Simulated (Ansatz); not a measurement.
**Ta wire along [100], 24 atoms a period: bands along the axis**

Aim: is the Ta wire along [100], 24 atoms a period a metal or a semiconductor?

Method: DFT PBE, plane waves, PAW; relaxation of a wire's period; PAW set soft_1, in the first sound run; inputs show where later runs differ, in Ansatz 0.2.0.

## Step 1: Set-up

The cell holds 24 atoms: 24 Ta. Cell: a = 16.760 Å, b = 16.760 Å, c = 3.320 Å, α = 90.0°, β = 90.0°, γ = 90.0°. Vacuum lies along a and b. The structure's axis is c.

## Step 2: Relaxing the period

Band widths follow the bond lengths, so the wire is relaxed first. The atoms and the third cell vector are free; the box across stays fixed as vacuum. A Fermi-Dirac smearing is set since the result may be a metal. The pressure printed is a third of the stress's trace over the whole box, vacuum included; only the stress along the axis is relaxed.

input.yaml

```yaml
crystal:
  lattice:
    - [16.76, 0.0, 0.0]
    - [0.0, 16.76, 0.0]
    - [0.0, 0.0, 3.32]
  atoms:
    - { symbol: Ta, position: [0.202863962, 0.301909308, 0.0] }
    - { symbol: Ta, position: [0.202863962, 0.5, 0.0] }
    - { symbol: Ta, position: [0.202863962, 0.698090692, 0.0] }
    - { symbol: Ta, position: [0.400954654, 0.301909308, 0.0] }
    - { symbol: Ta, position: [0.400954654, 0.5, 0.0] }
    - { symbol: Ta, position: [0.400954654, 0.698090692, 0.0] }
    - { symbol: Ta, position: [0.599045346, 0.301909308, 0.0] }
    - { symbol: Ta, position: [0.599045346, 0.5, 0.0] }
    - { symbol: Ta, position: [0.599045346, 0.698090692, 0.0] }
    - { symbol: Ta, position: [0.797136038, 0.301909308, 0.0] }
    - { symbol: Ta, position: [0.797136038, 0.5, 0.0] }
    - { symbol: Ta, position: [0.797136038, 0.698090692, 0.0] }
    - { symbol: Ta, position: [0.301909308, 0.202863962, 0.5] }
    - { symbol: Ta, position: [0.301909308, 0.400954654, 0.5] }
    - { symbol: Ta, position: [0.301909308, 0.599045346, 0.5] }
    - { symbol: Ta, position: [0.301909308, 0.797136038, 0.5] }
    - { symbol: Ta, position: [0.5, 0.202863962, 0.5] }
    - { symbol: Ta, position: [0.5, 0.400954654, 0.5] }
    - { symbol: Ta, position: [0.5, 0.599045346, 0.5] }
    - { symbol: Ta, position: [0.5, 0.797136038, 0.5] }
    - { symbol: Ta, position: [0.698090692, 0.202863962, 0.5] }
    - { symbol: Ta, position: [0.698090692, 0.400954654, 0.5] }
    - { symbol: Ta, position: [0.698090692, 0.599045346, 0.5] }
    - { symbol: Ta, position: [0.698090692, 0.797136038, 0.5] }
kpoints:
  mp_grid: { grid: [1, 1, 25] }
scf:
  occupations: { method: fermi_dirac, width: 0.05 }
hamiltonian:
  xc: pbe
  pseudopotentials: { kind: paw, azcp: { folder: soft_1 } }
relax:
  cell: { fix: [a, b, alpha, beta, gamma] }
  max_steps: 45
  f_tol: 0.03
```

The run is started by

```bash
$ ansatz run input.yaml --threads 4 --pin off --max-ram 16384MiB --backend cpu --events-out ev --progress --plain --runs-dir out
```

Numbers of over 12 decimals in the logs are rounded to 6 here.

Log:

```text
Engine: ansatz 0.2.0, aarch64-unknown-linux-gnu
Pseudopotentials: kind: paw
Pseudopotential: Ta, paw, valence charge 13, recommended cutoff 420 eV (normal), soft_1/Ta.paw.azcp
Functional definition: PBE
  parameter kappa = 0.804
  parameter beta = 0.066725
  exchange = pbe_x(kappa = kappa, mu = beta*pi^2/3)
  correlation = pbe_c(beta = beta)
Crystal: 24 atoms, lattice volume = 932.580 Å³
Basis set: ecut = 420 eV, 18311 PW (Γ), exchange–correlation on 240×240×48 points (8 copies of the dense FFT grid, shifted against one another)
Bands: 188, of which v1, the nominal top of the filled ones, is band 156 counted from 1 (155 counted from 0)
Symmetry: 16 space group operations
Space group: P42/mmc (ITA 131), of the structure as read, at distance tolerance 9.8e-5 Å
k-points: 13 of 25
Non-local potential: Ta, projectors of the file, l = 0: 3, l = 1: 2, l = 2: 2, l = 3: 1
PAW form: soft (Blöchl's): semilocal exchange-correlation on the pseudo side does not see the compensation charge
PAW one-centre angular grid: Ta, 590 points (default); XC on 64 Gauss nodes
Initial density: superposition of atomic densities (neutral atoms: chi_scale 0, normalization atom)
Initial wavefunctions: pseudopotential atomic-orbital guess
Functional: x = pbe(κ = 0.804, μ = 0.219515), c = pbe(β = 0.066725)
SCF iter   1: F=—  HF=-238403.147924 eV  |F-HF|=—  |Δ(HF+E_count)|=         —  Δρ=5.54e-2  dr2=4.35e2  ethr=3.10e-3  ⟨swp⟩=11.2  Hψ=11079  notcnv=0  defer=38
preconditioner: auto → LDOS  [metal: Δε(μ)=0.017 eV  Ē_g=4.246 eV  σ=0.050 eV  W_gap=0.09  n_scr=186 (ndim 8)  ℏωp=13.3 eV  f_vac=0.362  D(μ)=13.83/eV (n_scr^D=60)  β→1.0]
SCF iter   2: F=—  HF=-238463.848932 eV  |F-HF|=—  |Δ(HF+E_count)|=    6.07e1  Δρ=1.16e-1  dr2=3.27e3  ethr=3.10e-3  ⟨swp⟩=14.5  Hψ=17187  notcnv=0  defer=91  recentre
SCF iter   3: F=—  HF=-238381.791315 eV  |F-HF|=—  |Δ(HF+E_count)|=    8.21e1  Δρ=3.24e-2  dr2=1.83e2  ethr=3.10e-3  ⟨swp⟩=11.0  Hψ=14533  notcnv=0  defer=27
SCF iter   4: F=—  HF=-238372.689482 eV  |F-HF|=—  |Δ(HF+E_count)|=    9.10e0  Δρ=5.86e-3  dr2=9.99e-1  ethr=3.10e-3  ⟨swp⟩=4.7  Hψ=4697  notcnv=0  defer=74
SCF iter   5: F=—  HF=-238372.653344 eV  |F-HF|=—  |Δ(HF+E_count)|=   3.61e-2  Δρ=1.91e-3  dr2=2.45e-1  ethr=3.20e-4  ⟨swp⟩=4.9  Hψ=4323  notcnv=0  defer=64
SCF iter   6: F=—  HF=-238372.654064 eV  |F-HF|=—  |Δ(HF+E_count)|=   7.20e-4  Δρ=7.83e-4  dr2=6.66e-2  ethr=7.84e-5  ⟨swp⟩=3.9  Hψ=3849  notcnv=0  defer=58
SCF iter   7: F=—  HF=-238372.654298 eV  |F-HF|=—  |Δ(HF+E_count)|=   2.33e-4  Δρ=4.05e-4  dr2=1.73e-2  ethr=2.13e-5  ⟨swp⟩=2.6  Hψ=3174  notcnv=0  defer=57
SCF iter   8: F=—  HF=-238372.653890 eV  |F-HF|=—  |Δ(HF+E_count)|=   4.07e-4  Δρ=9.84e-5  dr2=3.83e-4  ethr=5.54e-6  ⟨swp⟩=2.4  Hψ=3076  notcnv=0  defer=54
SCF iter   9: F=—  HF=-238372.654044 eV  |F-HF|=—  |Δ(HF+E_count)|=   1.54e-4  Δρ=8.12e-5  dr2=1.69e-3  ethr=1.23e-7  ⟨swp⟩=3.7  Hψ=4682  notcnv=0  defer=53
SCF iter  10: F=—  HF=-238372.653993 eV  |F-HF|=—  |Δ(HF+E_count)|=   5.05e-5  Δρ=2.20e-5  dr2=1.29e-5  ethr=1.23e-7  ⟨swp⟩=2.0  Hψ=3135  notcnv=0  defer=52
SCF iter  11: F=—  HF=-238372.653958 eV  |F-HF|=—  |Δ(HF+E_count)|=   3.57e-5  Δρ=9.58e-6  dr2=6.32e-6  ethr=4.15e-9  ⟨swp⟩=2.8  Hψ=4182  notcnv=0  defer=52
SCF iter  12: F=—  HF=-238372.653958 eV  |F-HF|=—  |Δ(HF+E_count)|=   1.62e-7  Δρ=4.02e-6  dr2=3.56e-7  ethr=2.03e-9  ⟨swp⟩=2.0  Hψ=2834  notcnv=0  defer=52
SCF iter  13: F=-238372.653958 eV  HF=-238372.653958 eV  |F-HF|=2.56e-8  |Δ(HF+E_count)|=   5.43e-8  Δρ=1.24e-6  dr2=4.36e-8  ethr=3.21e-11  ⟨swp⟩=6.1  Hψ=8392  notcnv=0
SCF 1 converged in 13 iterations: F = -238372.653958 eV  dr2 = 4.36e-8
  greatest PAW one-centre occupation: 0.999 electrons in one spin orbital (limit 2), on the Ta atom at site 6 (counted from 0), in its partial waves of l = 0
relax step   1: F+E_penalty+E_count = -238372.65395792 eV  Δ(F+E_penalty+E_count) = +0.000e0 eV  max|allowed force component| = 1.968e0 eV/Å  Δτ_max = 0.0000 Å  P = -6.528 GPa  Ω = 932.580 Å³  fix = [a, b, alpha, beta, gamma]  reactions: a -5.694, b -5.694 GPa  (13 SCF iters, dr2 threshold 1.00e-7 eV, accepted)
Crystal: 24 atoms, lattice volume = 887.044 Å³
Basis set: ecut = 420 eV, 17327 PW (Γ), exchange–correlation on 240×240×48 points (8 copies of the dense FFT grid, shifted against one another)
Initial density: handed on by an earlier stage of this run
Initial wavefunctions: those handed on with the density
SCF iter   1: F=—  HF=-238376.188382 eV  |F-HF|=—  |Δ(HF+E_count)|=         —  Δρ=1.83e-2  dr2=1.46e1  ethr=3.10e-3  ⟨swp⟩=8.5  Hψ=9900  notcnv=0  defer=22
preconditioner: auto → LDOS  [metal: Δε(μ)=0.020 eV  Ē_g=3.568 eV  σ=0.050 eV  W_gap=0.10  n_scr=178 (ndim 8)  ℏωp=13.7 eV  f_vac=0.396  D(μ)=26.56/eV (n_scr^D=194)  β→1.0]
SCF iter   2: F=—  HF=-238374.994931 eV  |F-HF|=—  |Δ(HF+E_count)|=    1.19e0  Δρ=9.66e-3  dr2=3.35e0  ethr=3.10e-3  ⟨swp⟩=3.1  Hψ=4080  notcnv=0  defer=92
SCF iter   3: F=—  HF=-238374.667325 eV  |F-HF|=—  |Δ(HF+E_count)|=   3.28e-1  Δρ=2.84e-3  dr2=3.56e-1  ethr=1.07e-3  ⟨swp⟩=2.6  Hψ=4113  notcnv=0  defer=92
SCF iter   4: F=—  HF=-238374.622381 eV  |F-HF|=—  |Δ(HF+E_count)|=   4.49e-2  Δρ=8.16e-4  dr2=2.58e-2  ethr=1.14e-4  ⟨swp⟩=2.5  Hψ=4255  notcnv=0  defer=97
SCF iter   5: F=—  HF=-238374.621457 eV  |F-HF|=—  |Δ(HF+E_count)|=   9.24e-4  Δρ=2.65e-4  dr2=2.26e-3  ethr=8.28e-6  ⟨swp⟩=2.0  Hψ=3213  notcnv=0  defer=97
SCF iter   6: F=—  HF=-238374.621676 eV  |F-HF|=—  |Δ(HF+E_count)|=   2.20e-4  Δρ=9.62e-5  dr2=1.68e-4  ethr=7.26e-7  ⟨swp⟩=2.0  Hψ=3621  notcnv=0  defer=97
SCF iter   7: F=—  HF=-238374.621784 eV  |F-HF|=—  |Δ(HF+E_count)|=   1.08e-4  Δρ=2.82e-5  dr2=1.64e-5  ethr=5.39e-8  ⟨swp⟩=2.4  Hψ=3405  notcnv=0  defer=97
SCF iter   8: F=—  HF=-238374.621796 eV  |F-HF|=—  |Δ(HF+E_count)|=   1.21e-5  Δρ=9.42e-6  dr2=2.76e-6  ethr=7.69e-10  ⟨swp⟩=5.8  Hψ=9265  notcnv=0
SCF iter   9: F=-238374.621797 eV  HF=-238374.621797 eV  |F-HF|=2.89e-7  |Δ(HF+E_count)|=   1.16e-6  Δρ=4.53e-6  dr2=6.66e-7  ethr=7.69e-10  ⟨swp⟩=4.5  Hψ=7164  notcnv=0
SCF 2 converged in 9 iterations: F = -238374.621797 eV  dr2 = 6.66e-7
  greatest PAW one-centre occupation: 0.999 electrons in one spin orbital (limit 2), on the Ta atom at site 22 (counted from 0), in its partial waves of l = 0
relax step   2: F+E_penalty+E_count = -238374.62179702 eV  Δ(F+E_penalty+E_count) = -1.968e0 eV  max|allowed force component| = 1.073e0 eV/Å  Δτ_max = 0.1678 Å  P = +2.469 GPa  Ω = 887.044 Å³  energy of the carried Pulay correction = +4.631e-3 eV  fix = [a, b, alpha, beta, gamma]  reactions: a +2.119, b +2.119 GPa  (9 SCF iters, dr2 threshold 2.40e-6 eV, accepted)
Crystal: 24 atoms, lattice volume = 894.799 Å³
Basis set: ecut = 420 eV, 17535 PW (Γ), exchange–correlation on 240×240×48 points (8 copies of the dense FFT grid, shifted against one another)
iter 1 solved again at ethr=1.72e-3 eV; its pass at ethr=3.10e-3 eV (dr2=5.36e0 eV) is discarded
SCF iter   1: F=—  HF=-238375.363178 eV  |F-HF|=—  |Δ(HF+E_count)|=         —  Δρ=8.72e-3  dr2=5.36e0  ethr=1.72e-3  ⟨swp⟩=1.5  Hψ=10858  notcnv=0
preconditioner: auto → LDOS  [metal: Δε(μ)=0.012 eV  Ē_g=3.344 eV  σ=0.050 eV  W_gap=0.06  n_scr=178 (ndim 8)  ℏωp=13.6 eV  f_vac=0.388  D(μ)=31.64/eV (n_scr^D=258)  β→1.0]
SCF iter   2: F=—  HF=-238375.137199 eV  |F-HF|=—  |Δ(HF+E_count)|=   2.26e-1  Δρ=5.83e-3  dr2=1.47e0  ethr=1.72e-3  ⟨swp⟩=3.1  Hψ=3721  notcnv=0
SCF iter   3: F=—  HF=-238375.013966 eV  |F-HF|=—  |Δ(HF+E_count)|=   1.23e-1  Δρ=1.24e-3  dr2=7.33e-2  ethr=4.71e-4  ⟨swp⟩=2.5  Hψ=3896  notcnv=0  defer=68
SCF iter   4: F=—  HF=-238375.005141 eV  |F-HF|=—  |Δ(HF+E_count)|=   8.82e-3  Δρ=3.14e-4  dr2=2.26e-3  ethr=2.35e-5  ⟨swp⟩=2.0  Hψ=3900  notcnv=0  defer=70
SCF iter   5: F=—  HF=-238375.005719 eV  |F-HF|=—  |Δ(HF+E_count)|=   5.77e-4  Δρ=1.11e-4  dr2=3.40e-4  ethr=7.23e-7  ⟨swp⟩=2.0  Hψ=3236  notcnv=0  defer=70
SCF iter   6: F=—  HF=-238375.005831 eV  |F-HF|=—  |Δ(HF+E_count)|=   1.12e-4  Δρ=4.36e-5  dr2=6.56e-5  ethr=1.09e-7  ⟨swp⟩=2.1  Hψ=3208  notcnv=0  defer=70
SCF iter   7: F=—  HF=-238375.005847 eV  |F-HF|=—  |Δ(HF+E_count)|=   1.61e-5  Δρ=1.53e-5  dr2=4.99e-6  ethr=2.10e-8  ⟨swp⟩=2.3  Hψ=3251  notcnv=0  defer=70
SCF iter   8: F=-238375.005849 eV  HF=-238375.005849 eV  |F-HF|=2.11e-7  |Δ(HF+E_count)|=   1.88e-6  Δρ=5.85e-6  dr2=8.46e-7  ethr=7.69e-10  ⟨swp⟩=5.2  Hψ=8047  notcnv=0
SCF 3 converged in 8 iterations: F = -238375.005849 eV  dr2 = 8.46e-7
  greatest PAW one-centre occupation: 0.999 electrons in one spin orbital (limit 2), on the Ta atom at site 21 (counted from 0), in its partial waves of l = 0
relax step   3: F+E_penalty+E_count = -238375.00584919 eV  Δ(F+E_penalty+E_count) = -3.841e-1 eV  max|allowed force component| = 2.532e-1 eV/Å  Δτ_max = 0.0617 Å  P = -0.448 GPa  Ω = 894.799 Å³  energy of the carried Pulay correction = +3.826e-3 eV  fix = [a, b, alpha, beta, gamma]  reactions: a -0.423, b -0.423 GPa  (8 SCF iters, dr2 threshold 2.40e-6 eV, accepted)
Crystal: 24 atoms, lattice volume = 893.088 Å³
Basis set: ecut = 420 eV, 17487 PW (Γ), exchange–correlation on 240×240×48 points (8 copies of the dense FFT grid, shifted against one another)
iter 1 solved again at ethr=3.44e-4 eV; its pass at ethr=3.10e-3 eV (dr2=1.07e0 eV) is discarded
SCF iter   1: F=—  HF=-238375.068614 eV  |F-HF|=—  |Δ(HF+E_count)|=         —  Δρ=2.93e-3  dr2=1.08e0  ethr=3.44e-4  ⟨swp⟩=2.0  Hψ=8599  notcnv=0
preconditioner: auto → LDOS  [metal: Δε(μ)=0.016 eV  Ē_g=3.350 eV  σ=0.050 eV  W_gap=0.08  n_scr=178 (ndim 8)  ℏωp=13.6 eV  f_vac=0.388  D(μ)=33.11/eV (n_scr^D=266)  β→1.0]
SCF iter   2: F=—  HF=-238375.034922 eV  |F-HF|=—  |Δ(HF+E_count)|=   3.37e-2  Δρ=1.09e-3  dr2=3.78e-2  ethr=3.44e-4  ⟨swp⟩=2.5  Hψ=2849  notcnv=0
SCF iter   3: F=—  HF=-238375.033741 eV  |F-HF|=—  |Δ(HF+E_count)|=   1.18e-3  Δρ=4.75e-4  dr2=9.88e-3  ethr=1.21e-5  ⟨swp⟩=2.2  Hψ=4489  notcnv=0
SCF iter   4: F=—  HF=-238375.032461 eV  |F-HF|=—  |Δ(HF+E_count)|=   1.28e-3  Δρ=9.91e-5  dr2=4.27e-4  ethr=3.17e-6  ⟨swp⟩=2.0  Hψ=3218  notcnv=0
SCF iter   5: F=—  HF=-238375.032449 eV  |F-HF|=—  |Δ(HF+E_count)|=   1.16e-5  Δρ=3.56e-5  dr2=5.77e-5  ethr=1.37e-7  ⟨swp⟩=2.0  Hψ=3179  notcnv=0
SCF iter   6: F=—  HF=-238375.032448 eV  |F-HF|=—  |Δ(HF+E_count)|=   1.28e-6  Δρ=1.27e-5  dr2=7.05e-6  ethr=1.85e-8  ⟨swp⟩=2.0  Hψ=3352  notcnv=0
SCF iter   7: F=-238375.032448 eV  HF=-238375.032448 eV  |F-HF|=2.87e-7  |Δ(HF+E_count)|=   6.47e-7  Δρ=5.62e-6  dr2=9.38e-7  ethr=7.69e-10  ⟨swp⟩=5.1  Hψ=8195  notcnv=0
SCF 4 converged in 7 iterations: F = -238375.032448 eV  dr2 = 9.38e-7
relax step   4: F+E_penalty+E_count = -238375.03244819 eV  Δ(F+E_penalty+E_count) = -2.660e-2 eV  max|allowed force component| = 4.446e-2 eV/Å  Δτ_max = 0.0208 Å  P = -0.219 GPa  Ω = 893.088 Å³  energy of the carried Pulay correction = +4.003e-3 eV  fix = [a, b, alpha, beta, gamma]  reactions: a -0.300, b -0.300 GPa  (7 SCF iters, dr2 threshold 2.40e-6 eV, accepted)
Crystal: 24 atoms, lattice volume = 893.180 Å³
iter 1 solved again at ethr=5.60e-6 eV; its pass at ethr=3.10e-3 eV (dr2=1.75e-2 eV) is discarded
SCF iter   1: F=—  HF=-238375.034625 eV  |F-HF|=—  |Δ(HF+E_count)|=         —  Δρ=4.83e-4  dr2=1.79e-2  ethr=5.60e-6  ⟨swp⟩=1.6  Hψ=7953  notcnv=0
preconditioner: auto → LDOS  [metal: Δε(μ)=0.006 eV  Ē_g=3.364 eV  σ=0.050 eV  W_gap=0.03  n_scr=178 (ndim 8)  ℏωp=13.6 eV  f_vac=0.388  D(μ)=31.84/eV (n_scr^D=266)  β→1.0]
SCF iter   2: F=—  HF=-238375.033713 eV  |F-HF|=—  |Δ(HF+E_count)|=   9.12e-4  Δρ=2.11e-4  dr2=1.46e-3  ethr=5.60e-6  ⟨swp⟩=1.8  Hψ=2735  notcnv=0
SCF iter   3: F=—  HF=-238375.033669 eV  |F-HF|=—  |Δ(HF+E_count)|=   4.45e-5  Δρ=6.69e-5  dr2=1.96e-4  ethr=4.69e-7  ⟨swp⟩=2.0  Hψ=3922  notcnv=0
SCF iter   4: F=—  HF=-238375.033657 eV  |F-HF|=—  |Δ(HF+E_count)|=   1.14e-5  Δρ=1.55e-5  dr2=7.71e-6  ethr=6.27e-8  ⟨swp⟩=2.0  Hψ=3438  notcnv=0
SCF iter   5: F=—  HF=-238375.033635 eV  |F-HF|=—  |Δ(HF+E_count)|=   2.29e-5  Δρ=5.61e-6  dr2=8.50e-7  ethr=2.47e-9  ⟨swp⟩=2.2  Hψ=3345  notcnv=0
SCF iter   6: F=—  HF=-238375.033635 eV  |F-HF|=—  |Δ(HF+E_count)|=   1.22e-7  Δρ=2.15e-6  dr2=2.62e-7  ethr=3.96e-11  ⟨swp⟩=5.6  Hψ=9032  notcnv=0
SCF iter   7: F=-238375.033635 eV  HF=-238375.033635 eV  |F-HF|=1.39e-8  |Δ(HF+E_count)|=   3.96e-8  Δρ=1.02e-6  dr2=4.07e-8  ethr=3.96e-11  ⟨swp⟩=4.7  Hψ=7225  notcnv=0
SCF 5 converged in 7 iterations: F = -238375.033635 eV  dr2 = 4.07e-8
relax step   5: F+E_penalty+E_count = -238375.03363467 eV  Δ(F+E_penalty+E_count) = -1.186e-3 eV  max|allowed force component| = 2.411e-2 eV/Å  Δτ_max = 0.0039 Å  P = -0.149 GPa  Ω = 893.180 Å³  energy of the carried Pulay correction = +3.993e-3 eV  fix = [a, b, alpha, beta, gamma]  reactions: a -0.221, b -0.221 GPa  (7 SCF iters, dr2 threshold 1.24e-7 eV, accepted)
Initial wavefunctions: pseudopotential atomic-orbital guess (no wavefunctions were taken with the density)
iter 1 solved again at ethr=5.19e-7 eV; its pass at ethr=3.10e-3 eV (dr2=1.62e-3 eV) is discarded
SCF iter   1: F=—  HF=-238375.029826 eV  |F-HF|=—  |Δ(HF+E_count)|=         —  Δρ=6.14e-5  dr2=4.06e-6  ethr=5.19e-7  ⟨swp⟩=4.3  Hψ=18175  notcnv=0
preconditioner: auto → LDOS  [metal: Δε(μ)=0.011 eV  Ē_g=3.362 eV  σ=0.050 eV  W_gap=0.05  n_scr=178 (ndim 8)  ℏωp=13.6 eV  f_vac=0.388  D(μ)=32.06/eV (n_scr^D=266)  β→1.0]
SCF iter   2: F=—  HF=-238375.029816 eV  |F-HF|=—  |Δ(HF+E_count)|=   9.16e-6  Δρ=5.45e-6  dr2=2.51e-7  ethr=1.30e-9  ⟨swp⟩=3.0  Hψ=5590  notcnv=0
SCF iter   3: F=—  HF=-238375.029816 eV  |F-HF|=—  |Δ(HF+E_count)|=   2.34e-8  Δρ=1.40e-6  dr2=3.93e-8  ethr=8.04e-11  ⟨swp⟩=2.4  Hψ=4646  notcnv=0
SCF iter   4: F=—  HF=-238375.029816 eV  |F-HF|=—  |Δ(HF+E_count)|=   6.75e-9  Δρ=4.49e-7  dr2=7.98e-9  ethr=1.26e-11  ⟨swp⟩=2.3  Hψ=3942  notcnv=0
SCF iter   5: F=—  HF=-238375.029816 eV  |F-HF|=—  |Δ(HF+E_count)|=  9.02e-10  Δρ=1.44e-7  dr2=7.79e-10  ethr=2.56e-12  ⟨swp⟩=2.7  Hψ=4447  notcnv=0
SCF iter   6: F=—  HF=-238375.029816 eV  |F-HF|=—  |Δ(HF+E_count)|=  1.46e-10  Δρ=6.73e-8  dr2=2.48e-10  ethr=1.00e-12  ⟨swp⟩=4.7  Hψ=7531  notcnv=0
SCF iter   7: F=-238375.029816 eV  HF=-238375.029816 eV  |F-HF|=8.73e-11  |Δ(HF+E_count)|=  8.73e-11  Δρ=3.49e-8  dr2=3.44e-11  ethr=1.00e-12  ⟨swp⟩=4.3  Hψ=7050  notcnv=0
SCF 6 converged in 7 iterations: F = -238375.029816 eV  dr2 = 3.44e-11
relax step   6: F+E_penalty+E_count = -238375.02981643 eV  Δ(F+E_penalty+E_count) = +3.818e-3 eV  max|allowed force component| = 2.398e-2 eV/Å  Δτ_max = 0.0000 Å  P = -0.149 GPa  Ω = 893.180 Å³  fix = [a, b, alpha, beta, gamma]  reactions: a -0.220, b -0.220 GPa  stress off target by 6.87e-3 GPa on what of the cell is left free  SCF on the basis re-selected at this cell (its energy is not comparable with the rows above)  (7 SCF iters)
basis re-selected at this cell: Δ(F+E_penalty+E_count) = +3.818e-3 eV, ΔP = -0.000 GPa vs the last step (what re-selecting the basis moved, of the pressure what is left beyond the Pulay correction that the steps carried, after the strain that the cell walked since its last selection, with what the two solves' SCF thresholds leave and, on support functions, any second-order correction that the steps lacked; it is no m [...]
SCF converged after 7 iterations
Free energy (F): -238375.029816 eV
Harris-Foulkes:  -238375.029816 eV  (|F-HF|=8.73e-11)
Internal energy: -238374.771425 eV  (E = F + TS)
E sigma→0 (E₀):  -238374.900621 eV
Entropy (-TS):   -0.258391 eV (-10.766 meV/atom)
Fermi energy:    7.403528 eV
--- Per-component energies (eV) ---
  E_band       = -6087.832850
  E_kinetic    = 9427.868709
  E_local      = -121636.798226  (includes V_loc(G=0)·N_el)
  E_nonlocal   = -261.924691
  E_hartree    = 57215.326602
  E_xc         = -7688.252853
  E_vxc        = -5577.597606  (∫ρ·V_xc dr)
  E_paw        = -199309.306923  (= ΣΔE_a)
  E_vpaw       = -2470.035424  (= ΣTr[D̂ρ^β])
  E_aug_tail   = 0.002245  (compensation charges beyond the density's cutoff)
  E_ewald      = 23878.313711
  E_smearing   = -0.258391  (= −TS)
  E_closure    = 0.000000  (closes the sum)
  Σ components = -238375.029816   (vs F -238375.029816, Δ=0.00e0)
--- Forces (eV/Å), atoms counted from 1 ---
  atom   1  Ta     0.02397568    -0.00926141     0.00000000
  atom   2  Ta     0.00878734     0.00000000     0.00000000
  atom   3  Ta     0.02397568     0.00926141     0.00000000
  atom   4  Ta     0.00905853    -0.01254239     0.00000000
  atom   5  Ta    -0.01083458     0.00000000     0.00000000
  atom   6  Ta     0.00905853     0.01254239     0.00000000
  atom   7  Ta    -0.00905853    -0.01254239     0.00000000
  atom   8  Ta     0.01083458     0.00000000     0.00000000
  atom   9  Ta    -0.00905853     0.01254239     0.00000000
  atom  10  Ta    -0.02397568    -0.00926141     0.00000000
  atom  11  Ta    -0.00878734     0.00000000     0.00000000
  atom  12  Ta    -0.02397568     0.00926141     0.00000000
  atom  13  Ta    -0.00926141     0.02397568     0.00000000
  atom  14  Ta    -0.01254239     0.00905853     0.00000000
  atom  15  Ta    -0.01254239    -0.00905853     0.00000000
  atom  16  Ta    -0.00926141    -0.02397568     0.00000000
  atom  17  Ta    -0.00000000     0.00878734     0.00000000
  atom  18  Ta     0.00000000    -0.01083458     0.00000000
  atom  19  Ta     0.00000000     0.01083458     0.00000000
  atom  20  Ta    -0.00000000    -0.00878734     0.00000000
  atom  21  Ta     0.00926141     0.02397568     0.00000000
  atom  22  Ta     0.01254239     0.00905853     0.00000000
  atom  23  Ta     0.01254239    -0.00905853     0.00000000
  atom  24  Ta     0.00926141    -0.02397568     0.00000000
  max |Σ_I F_I| component: 1.73e-17 eV/Å
--- Stress (GPa, compression-positive) ---
       -0.220435       0.000000       0.000000
        0.000000      -0.220435       0.000000
        0.000000       0.000000      -0.006867
  P = ⅓ Tr σ = -0.1492 GPa (-1.492 kbar)
--- Relaxed structure (5 steps of the walk, 5 accepted, 1 SCFs on fresh bases) ---
  F+E_penalty+E_count = -238375.02981643 eV   max|allowed force component| = 2.398e-2 eV/Å   (the final SCF, on the basis selected at the relaxed cell)
  cell:  # Å, volume = 893.1799 Å³
    - [16.76, 0.0, 0.0]
    - [0.0, 16.76, 0.0]
    - [0.0, 0.0, 3.179735]
  atoms:
    - { symbol: Ta, position: [0.209458, 0.301337, 0.0] }
    - { symbol: Ta, position: [0.206970, 0.500000, 0.0] }
    - { symbol: Ta, position: [0.209458, 0.698663, 0.0] }
    - { symbol: Ta, position: [0.399714, 0.300027, 0.0] }
    - { symbol: Ta, position: [0.399777, 0.500000, 0.0] }
    - { symbol: Ta, position: [0.399714, 0.699973, 0.0] }
    - { symbol: Ta, position: [0.600286, 0.300027, 0.0] }
    - { symbol: Ta, position: [0.600223, 0.500000, 0.0] }
    - { symbol: Ta, position: [0.600286, 0.699973, 0.0] }
    - { symbol: Ta, position: [0.790542, 0.301337, 0.0] }
    - { symbol: Ta, position: [0.793030, 0.500000, 0.0] }
    - { symbol: Ta, position: [0.790542, 0.698663, 0.0] }
    - { symbol: Ta, position: [0.301337, 0.209458, 0.500000] }
    - { symbol: Ta, position: [0.300027, 0.399714, 0.500000] }
    - { symbol: Ta, position: [0.300027, 0.600286, 0.500000] }
    - { symbol: Ta, position: [0.301337, 0.790542, 0.500000] }
    - { symbol: Ta, position: [0.500000, 0.206970, 0.500000] }
    - { symbol: Ta, position: [0.500000, 0.399777, 0.500000] }
    - { symbol: Ta, position: [0.500000, 0.600223, 0.500000] }
    - { symbol: Ta, position: [0.500000, 0.793030, 0.500000] }
    - { symbol: Ta, position: [0.698663, 0.209458, 0.500000] }
    - { symbol: Ta, position: [0.699973, 0.399714, 0.500000] }
    - { symbol: Ta, position: [0.699973, 0.600286, 0.500000] }
    - { symbol: Ta, position: [0.698663, 0.790542, 0.500000] }
```

Run time: 7.3 min. Hardware: 4 threads of Arm Neoverse V1, shared host; peak memory 4.3 GiB.

[end of part 1 of 2]

[Logs are printed without paths, hosts, clocks, repeated set-up lines and the standing remarks that a program may print on its own settings, such as how far it seeks lower states.]

[Hosts, paths, dates, database ids (printed as entryN), source tags and the programs' standing remarks are cut or masked in the printed files.]
